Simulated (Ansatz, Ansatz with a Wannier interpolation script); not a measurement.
Rows from a G0W0 calculation on WS2 (Tungstenite) (Ansatz 0.2.0; G0W0 on LDA, plane waves, PAW; 6×6×2 mesh, 456 empty bands, screening to 150 eV), in eV. Spin-orbit coupling is left out.

The database entry behind the starting cell differs from later determinations by our own check (an axis about 1.4 % long against later determinations), so it need not match the best structure at ambient conditions.

```tsv
row	k	band	start	Σx	Σc at the solution	Vxc
A	(0.167, 0.167, 0.000)	c1	11.964	-12.853	-3.897	-17.139
B	(0.167, 0.167, 0.000)	v1	9.488	-19.522	1.099	-18.369
C	Γ	v2	9.846	-18.109	0.822	-17.225
D	Γ	v1	10.993	-19.430	0.333	-19.055
E	(0.167, 0.167, 0.000)	c2	12.749	-14.159	-4.346	-18.960
F	Γ	c1	13.221	-13.715	-4.421	-18.618
```

Give the quasiparticle energies and the shift of each level.

The quasiparticle equation reads E = start + Σx + Σc(E) − Vxc.

```tsv
row	E (eV)	shift (eV)
A	12.354	+0.389
B	9.434	−0.054
C	9.785	−0.062
D	10.952	−0.042
E	13.204	+0.455
F	13.703	+0.482
```

The gap over the computed points goes from 0.97 eV to 1.40 eV.

Limits: not at the basis limit; no spin-orbit coupling; coarse k mesh.

[Paths, hosts, dates, memory and timing lines, banners, echoed tables and standing remarks are left out of the program output.]

[Logs are printed without paths, hosts, clocks, repeated set-up lines and the standing remarks that a program may print on its own settings, such as how far it seeks lower states.]

[Runs of the session that timed out or met a known fault of the program may be left out.]

[Hosts, paths, dates, database ids (printed as entryN), source tags and the programs' standing remarks are cut or masked in the printed files.]
